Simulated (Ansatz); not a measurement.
# SrTiO3 (I4/mcm): how G0W0 depends on its starting point

One-shot GW is not self-consistent; how far does the start matter for SrTiO3 (I4/mcm)?

Program: Ansatz 0.2.0. Level of theory: G0W0 on several functionals, plane waves, PAW. Results are calculated unless marked as measured.

In doubt: masses and optical values from hybrid runs of this build are listed as unsure (step 4), which bears on the screening that GW takes from such a start.

## 1. Set-up

The structure is tetragonal, space group I4/mcm (No. 140). Conventional cell: a = 5.511 Å, b = 5.511 Å, c = 7.796 Å, α = 90.00°, β = 90.00°, γ = 90.00°. Nearest to Sr lie 12 O at 2.73 to 2.78 Å. Nearest to Ti lie 6 O at 1.95 Å. O has 2 Ti at 1.95 Å and 4 Sr at 2.76 Å nearest. O has 2 Ti at 1.95 Å and 4 Sr at 2.73 to 2.78 Å nearest. Farther neighbours and most contacts between anions are not listed.

The cell and positions come from the Crystallography Open Database and are kept as given unless a step says otherwise. The default PAW set here is soft_2. Its files were made with PBE.

## 2. G0W0 on PBE

G0W0 replaces the xc potential by the self-energy, built once from these orbitals. Only a window of levels is corrected, while the sums run over the empty bands that the input names.

This step: G0W0 on PBE, plane waves, PAW.

input.yaml

```yaml
crystal:
  lattice:
    - [-2.7555, 2.7555, 3.898]
    - [2.7555, -2.7555, 3.898]
    - [2.7555, 2.7555, -3.898]
  atoms:
    - { symbol: Sr, position: [0.75, 0.25, 0.5] }
    - { symbol: Sr, position: [0.25, 0.75, 0.5] }
    - { symbol: Ti, position: [0.0, 0.0, 0.0] }
    - { symbol: Ti, position: [0.5, 0.5, 0.0] }
    - { symbol: O, position: [0.25, 0.25, 0.0] }
    - { symbol: O, position: [0.75, 0.75, 0.0] }
    - { symbol: O, position: [0.7451, 0.2451, 0.9902] }
    - { symbol: O, position: [0.2451, 0.2549, 0.5] }
    - { symbol: O, position: [0.2549, 0.7549, 0.0098] }
    - { symbol: O, position: [0.7549, 0.7451, 0.5] }
kpoints:
  mp_grid: { grid: [4, 4, 4] }
hamiltonian:
  xc: pbe
scf:
  occupations: { method: fixed }
gw:
  n_empty_bands: 252
  ecut_chi: 96
  qp_bands: [v3, c3]
  qp_kpoints: band_edges
  screening: { model: contour_deformation }
```

Run with:

```
$ ansatz run input.yaml --threads 3 --pin off --max-ram 92160MiB --backend cuda --events-out ev --progress --plain --runs-dir out --devices 1 --max-vram 13GiB  # rebuilt from the run's record
```

Numbers of over 12 decimals in the logs are rounded to 6 here.

Output:

```text
GPUs: using 1 of 1 available (devices: 1).
Engine: ansatz 0.2.0, x86_64-unknown-linux-gnu
Pseudopotentials: kind: paw
Pseudopotential: Sr, paw, valence charge 10, recommended cutoff 420 eV (normal), Sr.paw.azcp
Pseudopotential: Ti, paw, valence charge 12, recommended cutoff 420 eV (normal), Ti.paw.azcp
Pseudopotential: O, paw, valence charge 6, recommended cutoff 420 eV (normal), O.paw.azcp
Functional definition: PBE
  parameter kappa = 0.804
  parameter beta = 0.066725
  exchange = pbe_x(kappa = kappa, mu = beta*pi^2/3)
  correlation = pbe_c(beta = beta)
device memory: the entry about to start is reckoned to put 2.7 GiB on a device that reports 60.6 GiB free (of which the cap on the GPU budget leaves the run 13.0 GiB)
GPU FFT provider: cuFFT
GPU libraries: cuBLAS 13.8.2, cuFFT 12.4.0, cuSOLVER 12.3.4
Crystal: 10 atoms, lattice volume = 118.387 Å³
Basis set: ecut = 420 eV, 2277 PW (Γ)
Bands: 50, of which v1, the nominal top of the filled ones, is band 40 counted from 1 (39 counted from 0)
Symmetry: 16 space group operations
Space group: I4/mcm (ITA 140), of the structure as read, at distance tolerance 4.9e-5 Å
k-points: 13 of 64
Non-local potential: Sr, projectors of the file, l = 0: 3, l = 1: 2, l = 2: 2
Non-local potential: Ti, projectors of the file, l = 0: 3, l = 1: 2, l = 2: 3, l = 3: 1
Non-local potential: O, projectors of the file, l = 0: 2, l = 1: 2, l = 2: 1
PAW form: soft (Blöchl's): semilocal exchange-correlation on the pseudo side does not see the compensation charge
PAW one-centre angular grid: Sr, 110 points (default); XC on 64 Gauss nodes
PAW one-centre angular grid: Ti, 590 points (default); XC on 64 Gauss nodes
PAW one-centre angular grid: O, 110 points (default); XC on 64 Gauss nodes
Initial density: superposition of atomic densities (neutral atoms: chi_scale 0, normalization atom), corrected by the library's trained network
Initial wavefunctions: pseudopotential atomic-orbital guess
GPU buffer pool allocated for 64000 grid points (all kernels)
GPU transforms: local potential and band sums: pruned to the plane-wave sphere, on 40×40×40
Functional: x = pbe(κ = 0.804, μ = 0.219515), c = pbe(β = 0.066725)
SCF iter   1: F=—  HF=-15508.912014 eV  |F-HF|=—  |Δ(HF+E_count)|=         —  Δρ=1.97e-3  dr2=2.34e-3  ethr=1.77e-3  ⟨swp⟩=4.8  Hψ=2568  notcnv=0  defer=76
preconditioner: auto → Resta (q_TF=auto, 2.556 Å⁻¹)  ε∞=5.7  [insulator: Δε(μ)=1.885 eV  Ē_g=12.219 eV  n_scr=26 (ndim 8)  ℏωp=26.4 eV  f_vac=0.000  ε∞_Penn≈5.7]
SCF iter   2: F=—  HF=-15508.913482 eV  |F-HF|=—  |Δ(HF+E_count)|=   1.47e-3  Δρ=1.09e-3  dr2=6.51e-4  ethr=2.93e-6  ⟨swp⟩=3.2  Hψ=1494  notcnv=0  defer=100
SCF iter   3: F=—  HF=-15508.913584 eV  |F-HF|=—  |Δ(HF+E_count)|=   1.02e-4  Δρ=5.63e-4  dr2=9.17e-5  ethr=8.14e-7  ⟨swp⟩=2.0  Hψ=881  notcnv=0  defer=97
SCF iter   4: F=—  HF=-15508.913676 eV  |F-HF|=—  |Δ(HF+E_count)|=   9.20e-5  Δρ=2.14e-4  dr2=1.43e-5  ethr=1.15e-7  ⟨swp⟩=2.0  Hψ=912  notcnv=0  defer=70
SCF iter   5: F=—  HF=-15508.913692 eV  |F-HF|=—  |Δ(HF+E_count)|=   1.57e-5  Δρ=3.95e-5  dr2=1.21e-6  ethr=1.79e-8  ⟨swp⟩=2.2  Hψ=865  notcnv=0  defer=73
SCF iter   6: F=-15508.913692 eV  HF=-15508.913692 eV  |F-HF|=5.10e-9  |Δ(HF+E_count)|=   5.23e-7  Δρ=7.84e-6  dr2=7.86e-8  ethr=1.25e-10  ⟨swp⟩=11.5  Hψ=3348  notcnv=0
SCF 1 converged in 6 iterations: F = -15508.913692 eV  dr2 = 7.86e-8
  greatest PAW one-centre occupation: 0.999 electrons in one spin orbital (limit 2), on the Ti atom at site 3 (counted from 0), in its partial waves of l = 0
device memory: the entry about to start is reckoned to put 3.4 GiB on a device that reports 60.6 GiB free (of which the cap on the GPU budget leaves the run 13.0 GiB)
NSCF: frozen V_eff on 13 k-points
the band table was solved once the SCF had ended and its energy, with any forces and stress, was formed, with the checks that follow a solve (2541 applications of the Hamiltonian). They found nothing against the state; the energy, forces and stress were not computed again (output.eigenvalues in the input reference)
device memory: the entry about to start is reckoned to put 4.3 GiB on a device that reports 60.6 GiB free (of which the cap on the GPU budget leaves the run 13.0 GiB)
NSCF: frozen V_eff on 13 k-points
G₀W₀ screening: q 1/13
[... further progress lines ...]
device memory: the entry about to start is reckoned to put 0.8 GiB on a device that reports 60.5 GiB free (of which the cap on the GPU budget leaves the run 13.0 GiB)
NSCF: frozen V_eff on 1 k-points
device memory: the entry about to start is reckoned to put 0.8 GiB on a device that reports 60.5 GiB free (of which the cap on the GPU budget leaves the run 13.0 GiB)
NSCF: frozen V_eff on 1 k-points
SCF converged after 6 iterations
Free energy (F): -15508.913692 eV
Harris-Foulkes:  -15508.913692 eV  (|F-HF|=5.10e-9)
Internal energy: -15508.913692 eV  (E = F + TS)
E sigma→0 (E₀):  -15508.913692 eV
Fermi energy:    10.073781 eV
--- Per-component energies (eV) ---
  E_band       = -402.773756
  E_kinetic    = 2098.528014
  E_local      = -4752.507083  (includes V_loc(G=0)·N_el)
  E_nonlocal   = 696.182855
  E_hartree    = 1664.766453
  E_xc         = -993.732096
  E_vxc        = -1145.585858  (∫ρ·V_xc dr)
  E_paw        = -8427.703439  (= ΣΔE_a)
  E_vpaw       = -628.929718  (= ΣTr[D̂ρ^β])
  E_aug_tail   = 0.015243  (compensation charges beyond the density's cutoff)
  E_ewald      = -5794.463639
  E_smearing   = -0.000000  (= −TS)
  E_closure    = -0.000000  (closes the sum)
  Σ components = -15508.913692   (vs F -15508.913692, Δ=0.00e0)
--- Band table (eV; the first three rows and the last of 13) ---
  k-point 0: bands = [... 36 lower, 9.7353, 10.0677, 10.0738, 10.0738, 11.9745, 11.9745, 11.9752, 14.4374, ... 6 higher]
  k-point 1: bands = [... 36 lower, 9.4058, 9.4918, 9.4919, 10.0307, 12.0556, 13.0387, 13.0399, 14.1987, ... 6 higher]
  k-point 2: bands = [... 36 lower, 8.5181, 9.3564, 9.3568, 9.9880, 12.1411, 13.9094, 13.9100, 13.9171, ... 6 higher]
  k-point 12: bands = [... 36 lower, 8.5138, 9.3588, 9.3588, 9.9871, 12.1427, 13.8930, 13.8930, 13.9385, ... 6 higher]
--- G₀W₀: contour deformation, 6 samples at zero and on the imaginary axis and 2 off it, 64 q-points, 252 empty bands' worth ---
  eigenvalues of the whole cell's RPA ε∞ on this k-mesh (on a slab, of 1 + 4πα/V) = 6.2089, 6.2089, 6.2097; static W/v taken at q = 0 is 0.161052
  bands read: the sum over 292 bands ends inside a degenerate multiplet in 1 slot, whose members it reads at an even weight; the widest, k=0: bands 292 to 293 (counted from 1) at 1/2 each
  gw.qp_kpoints: band_edges: 11 of 13 stored k-points solved, in 1 pass; an edge of the gap read off the rows below is read off those points alone
    valence top: of the k-points left out ik 10 came nearest to being solved in a further pass, in band 40 (counted from 1, as in the quasiparticle table): it holds the edge there only if its correction is more favourable than any solved in that band by at least 0.524 eV; those differ by 0.071 eV
    conduction bottom: of the k-points left out ik 10 came nearest to being solved in a further pass, in band 41 (counted from 1, as in the quasiparticle table): it holds the edge there only if its correction is more favourable than any solved in that band by at least 1.022 eV; those differ by 0.078 eV
    ik  band        ε_KS         Σx   Σc(E_QP)       V_xc       Z   E_QP_lin       E_QP  E_QP is
     0    38     10.0677   -26.0682     4.8671   -21.0074  0.7237     9.8734     9.8741  root
     0    39     10.0738   -26.0792     4.8655   -21.0213  0.7237     9.8807     9.8814  root
     0    40     10.0738   -26.0792     4.8655   -21.0213  0.7237     9.8807     9.8814  root
     0    41     11.9745   -12.6542    -6.2768   -20.2870  0.7432    13.3690    13.3305  root
     0    42     11.9745   -12.6542    -6.2768   -20.2870  0.7432    13.3690    13.3305  root
     0    43     11.9752   -12.6496    -6.2818   -20.2883  0.7432    13.3707    13.3321  root
     1    38      9.4918   -26.1139     4.6367   -21.2811  0.7307     9.2949     9.2957  root
     1    39      9.4919   -26.1151     4.6368   -21.2823  0.7307     9.2952     9.2959  root
     1    40     10.0307   -25.9912     4.8641   -20.9291  0.7234     9.8319     9.8326  root
     1    41     12.0556   -12.7995    -6.3910   -20.5704  0.7401    13.4767    13.4355  root
     1    42     13.0387   -14.2130    -6.2703   -21.8723  0.7204    14.4781    14.4276  root
     1    43     13.0399   -14.2158    -6.2707   -21.8757  0.7203    14.4795    14.4291  root
     2    38      9.3564   -26.1044     4.7307   -21.1530  0.7295     9.1348     9.1357  root
     2    39      9.3568   -26.1045     4.7308   -21.1529  0.7295     9.1350     9.1360  root
     2    40      9.9880   -25.9012     4.8608   -20.8363  0.7231     9.7831     9.7839  root
     2    41     12.1411   -12.9694    -6.5142   -20.8890  0.7366    13.5908    13.5464  root
     2    42     13.9094   -14.8697    -6.8989   -23.2149  0.6957    15.4294    15.3557  root
     2    43     13.9100   -14.8642    -6.9000   -23.2101  0.6957    15.4296    15.3559  root
     3    38      9.6695   -25.4892     4.8520   -20.3941  0.7210     9.4251     9.4264  root
     3    39      9.6711   -25.4959     4.8513   -20.4019  0.7210     9.4271     9.4283  root
     3    40      9.8818   -25.8811     4.8845   -20.7805  0.7220     9.6648     9.6657  root
     3    41     12.5122   -13.2990    -6.3301   -21.0040  0.7327    13.9310    13.8872  root
     3    42     12.5988   -13.5042    -6.2271   -21.0978  0.7311    14.0088    13.9653  root
     3    43     12.5997   -13.5072    -6.2274   -21.1015  0.7311    14.0101    13.9665  root
[...]
11    42     13.1052   -14.2013    -6.5172   -22.1390  0.7168    14.5809    14.5257  root
    11    43     13.9108   -14.7798    -6.9683   -23.1992  0.6956    15.4362    15.3618  root
    12    38      9.3588   -26.1042     4.7307   -21.1529  0.7295     9.1372     9.1382  root
    12    39      9.3588   -26.1042     4.7307   -21.1529  0.7295     9.1372     9.1382  root
    12    40      9.9871   -25.9020     4.8608   -20.8370  0.7231     9.7821     9.7829  root
    12    41     12.1427   -12.9723    -6.5146   -20.8926  0.7366    13.5928    13.5483  root
    12    42     13.8930   -14.8422    -6.9167   -23.2092  0.6961    15.4158    15.3434  root
    12    43     13.8930   -14.8422    -6.9167   -23.2092  0.6961    15.4158    15.3434  root
```

Wall time 9.7 s (1 × NVIDIA H100 80GB HBM3 (shared by 6 runs) with 3 threads of AMD EPYC 7R13 (Zen 3), shared host); peak memory 1.4 GiB.

Numbers from this step:

```
bands summed                                 : 292
RPA ε∞ on this mesh (eigenvalues)            : 6.209, 6.209, 6.210
plane waves in the screening matrix          : 259
q-points in the mesh                         : 64
G0W0 gap on the mesh                         : 3.449 eV
k of the valence top                         : 0, 0, 0
k of the conduction bottom                   : 0, 0, 0
starting gap on the mesh                     : 1.901 eV
Z at the valence top                         : 0.7237
Z at the conduction bottom                   : 0.7432
least direct G0W0 gap on the computed points : 3.449 eV
```

The gap on the mesh goes from 1.90 eV to 3.45 eV, a correction of +1.55 eV. Between the two edge states, bare exchange in place of the xc potential would open the gap by 12.69 eV, and correlation takes back 11.14 eV.

## 3. G0W0 on r2SCAN

The same correction from a different start measures what one shot leaves open.

This step: G0W0 on r2SCAN, plane waves, PAW.

input.yaml: that of step 2 with these lines changed.

```diff
@@ -19,3 +19,3 @@
 hamiltonian:
-  xc: pbe
+  xc: r2scan
 scf:
```

Output:

```text
GPUs: using 1 of 1 available (devices: 1).
[...]
GPU FFT provider: cuFFT
GPU libraries: cuBLAS 13.8.2, cuFFT 12.4.0, cuSOLVER 12.3.4
Crystal: 10 atoms, lattice volume = 118.387 Å³
Basis set: ecut = 500 eV, 2975 PW (Γ), exchange–correlation on 180×180×180 points (64 copies of the dense FFT grid, shifted against one another)
Bands: 50, of which v1, the nominal top of the filled ones, is band 40 counted from 1 (39 counted from 0)
[... 1 set-up line as in the run before ...]
[...]
k-points: 13 of 64
[...]
GPU buffer pool allocated for 91125 grid points (all kernels)
[...]
SCF iter   1: F=—  HF=-15549.229188 eV  |F-HF|=—  |Δ(HF+E_count)|=         —  Δρ=2.00e-2  dr2=5.73e-1  dr2_τ=5.10e-1  ethr=1.77e-3  ⟨swp⟩=5.0  Hψ=2566  notcnv=0  defer=84
[...]
SCF iter   8: F=-15549.441870 eV  HF=-15549.441870 eV  |F-HF|=4.97e-8  |Δ(HF+E_count)|=   2.01e-8  Δρ=7.38e-6  dr2=6.33e-8  dr2_τ=5.05e-9  ethr=1.25e-10  ⟨swp⟩=13.5  Hψ=2898  notcnv=0
SCF 1 converged in 8 iterations: F = -15549.441870 eV  dr2 = 6.33e-8
[...]
NSCF: frozen V_eff on 13 k-points
[...]
G₀W₀ screening: q 1/13
[... further progress lines ...]
[...]
SCF converged after 8 iterations
Free energy (F): -15549.441870 eV
[...]
Internal energy: -15549.441870 eV  (E = F + TS)
E sigma→0 (E₀):  -15549.441870 eV
Fermi energy:    9.741598 eV
[...]
--- Band table (eV; the first three rows and the last of 13) ---
  k-point 0: bands = [... 36 lower, 9.3825, 9.7356, 9.7416, 9.7416, 12.0223, 12.0223, 12.0232, 14.4167, ... 6 higher]
  k-point 1: bands = [... 36 lower, 9.0682, 9.1355, 9.1357, 9.6998, 12.0988, 13.0605, 13.0616, 14.2303, ... 6 higher]
  k-point 2: bands = [... 36 lower, 8.1510, 8.9934, 8.9937, 9.6580, 12.1788, 13.9309, 13.9317, 13.9384, ... 6 higher]
  k-point 12: bands = [... 36 lower, 8.1461, 8.9959, 8.9959, 9.6571, 12.1804, 13.9142, 13.9142, 13.9604, ... 6 higher]
[...]
0    38      9.7356   -26.1215     4.7317   -21.4596  0.7375     9.8054     9.8055  root
     0    39      9.7416   -26.1332     4.7312   -21.4730  0.7375     9.8126     9.8127  root
     0    40      9.7416   -26.1332     4.7312   -21.4730  0.7375     9.8126     9.8127  root
     0    41     12.0223   -12.5852    -6.2291   -20.0476  0.7516    13.2828    13.2556  root
     0    42     12.0223   -12.5852    -6.2291   -20.0476  0.7516    13.2828    13.2556  root
     0    43     12.0232   -12.5829    -6.2325   -20.0491  0.7516    13.2841    13.2569  root
     1    38      9.1355   -26.1605     4.5035   -21.7207  0.7439     9.1992     9.1993  root
     1    39      9.1357   -26.1615     4.5036   -21.7217  0.7439     9.1994     9.1994  root
[...]
12    40      9.6571   -25.9640     4.7249   -21.2952  0.7369     9.7131     9.7132  root
    12    41     12.1804   -12.8748    -6.4401   -20.5909  0.7455    13.4871    13.4563  root
    12    42     13.9142   -14.6680    -6.8326   -22.8813  0.7081    15.3495    15.2950  root
    12    43     13.9142   -14.6680    -6.8326   -22.8813  0.7081    15.3495    15.2950  root
```

The job ended after 17 s (1 × NVIDIA H100 80GB HBM3 (shared by 6 runs) with 3 threads; peak memory 1.7 GiB).

This step gave:

* bands summed: 292
* RPA ε∞ on this mesh (eigenvalues): 5.434, 5.434, 5.434
* plane waves in the screening matrix: 259
* q-points in the mesh: 64
* G0W0 gap on the mesh: 3.443 eV
* k of the valence top: 0, 0, 0
* k of the conduction bottom: 0, 0, 0
* starting gap on the mesh: 2.281 eV
* Z at the valence top: 0.7375
* Z at the conduction bottom: 0.7516
* least direct G0W0 gap on the computed points: 3.443 eV

Against the run with 4×4×4 mesh, 252 empty bands, screening to 96 eV on PBE, the gap moves by −0.006 eV, while the start moved by +0.38 eV.

## 4. G0W0 on HSE06

This step: G0W0 on HSE06, plane waves, PAW.

input.yaml: that of step 3 with these lines changed.

```diff
@@ -19,3 +19,3 @@
 hamiltonian:
-  xc: r2scan
+  xc: hse06
 scf:
```

Output:

```text
GPUs: using 1 of 1 available (devices: 1).
[...]
davidson cushion auto → on  (no smearing: the cushion is to keep the highest requested band from converging to the state above it; pin scf.eigensolver.cushion to override)
[...]
GPU FFT provider: cuFFT
GPU libraries: cuBLAS 13.8.2, cuFFT 12.4.0, cuSOLVER 12.3.4
Crystal: 10 atoms, lattice volume = 118.387 Å³
Basis set: ecut = 420 eV, 2277 PW (Γ)
[...]
1    38      8.4163   -26.1708     4.2516   -22.3291  0.7744     8.8243     8.8262  root
     1    39      8.4164   -26.1718     4.2517   -22.3302  0.7744     8.8246     8.8264  root
[...]
12    40      8.9609   -25.9894     4.4415   -21.9667  0.7682     9.3776     9.3797  root
    12    41     12.5958   -12.3489    -5.9994   -19.2030  0.7782    13.4595    13.4505  root
    12    42     14.5228   -14.2330    -6.3309   -21.4797  0.7453    15.4530    15.4386  root
    12    43     14.5228   -14.2330    -6.3309   -21.4797  0.7453    15.4530    15.4386  root
[key lines of the parts left out:]
Free energy (F): -15512.397851 eV
Fermi energy:    9.047666 eV
```

The job ended after 52 s (1 × NVIDIA H100 80GB HBM3 (shared by 6 runs) with 3 threads; peak memory 2 GiB).

Numbers from this step:

| Item | Value |
| --- | --- |
| bands summed | 292 |
| RPA ε∞ on this mesh (eigenvalues) | 4.462, 4.462, 4.463 |
| plane waves in the screening matrix | 259 |
| G0W0 gap on the mesh | 3.760 eV |
| k of the valence top | 0, 0, 0 |
| k of the conduction bottom | 0, 0, 0 |
| starting gap on the mesh | 3.360 eV |
| least direct G0W0 gap on the computed points | 3.760 eV |

Against the run with 4×4×4 mesh, 252 empty bands, screening to 96 eV on r2SCAN, the gap moves by +0.32 eV, while the start moved by +1.08 eV.

## 5. Side by side

All on the 4×4×4 mesh with 252 empty bands and screening to 96 eV. Times are wall times on 1 × NVIDIA H100 80GB HBM3 (shared by 6 runs) with 3 threads of AMD EPYC 7R13 (Zen 3), shared host, good to a factor of about two.

```csv
start,starting gap (eV),shift (eV),G0W0 gap (eV),RPA ε∞ (harmonic mean),"Z (valence, conduction)",time
PBE,1.90,+1.55,3.45,6.21,"0.72, 0.74",9.7 s
r2SCAN,2.28,+1.16,3.44,5.43,"0.74, 0.75",17 s
HSE06,3.36,+0.40,3.76,4.46,"0.77, 0.78",52 s
```

The parts of the quasiparticle energy at the two band edges (eV; QP = start + Σx + Σc − Vxc):

```csv
run,edge,start,Σx,Σc,Vxc,Z,QP
PBE,valence top,10.07,-26.08,4.87,-21.02,0.72,9.88
PBE,conduction bottom,11.97,-12.65,-6.28,-20.29,0.74,13.33
r2SCAN,valence top,9.74,-26.13,4.73,-21.47,0.74,9.81
r2SCAN,conduction bottom,12.02,-12.59,-6.23,-20.05,0.75,13.26
HSE06,valence top,9.05,-26.14,4.45,-22.13,0.77,9.48
HSE06,conduction bottom,12.41,-12.02,-5.80,-18.65,0.78,13.24
```

For a hybrid start, Vxc holds its share of exact exchange.

## 6. Results

| Property | Result |
| --- | --- |
| G0W0@PBE | 3.45 eV (start 1.90 eV) |
| G0W0@r2SCAN | 3.44 eV (start 2.28 eV) |
| G0W0@HSE06 | 3.76 eV (start 3.36 eV) |
| known limits | not at the basis limit; no spin-orbit coupling |

In words: The starting gaps span 1.46 eV and the G0W0 gaps 0.32 eV. Between PBE and HSE06, 0.31 eV of the 1.46 eV survives, 21 %. HSE06 screens less than PBE (ε∞ 4.46 against 6.21). Of the 0.31 eV by which its G0W0 gap is higher, the correlation part gives +0.89 eV, and exchange with the one-particle terms, which follow the orbitals, −0.58 eV. The smallest correction, +0.40 eV, is on HSE06, the start nearest to reproducing itself. Bands and cutoff are finite, so the gap is not at the basis limit. The miss can reach some tenths of an eV and take either sign; the mesh is an error of its own. The many-body steps are scalar-relativistic: spin-orbit coupling is not in them.

[Paths, hosts, dates, memory and timing lines, banners, echoed tables and standing remarks are left out of the program output.]

[Logs are printed without paths, hosts, clocks, repeated set-up lines and the standing remarks that a program may print on its own settings, such as how far it seeks lower states.]

[Runs of the session that timed out or met a known fault of the program may be left out.]

[Cells called generated may have been cut or substituted from an entry of the Crystallography Open Database or the Materials Project.]

[Hosts, paths, dates, database ids (printed as entryN), source tags and the programs' standing remarks are cut or masked in the printed files.]
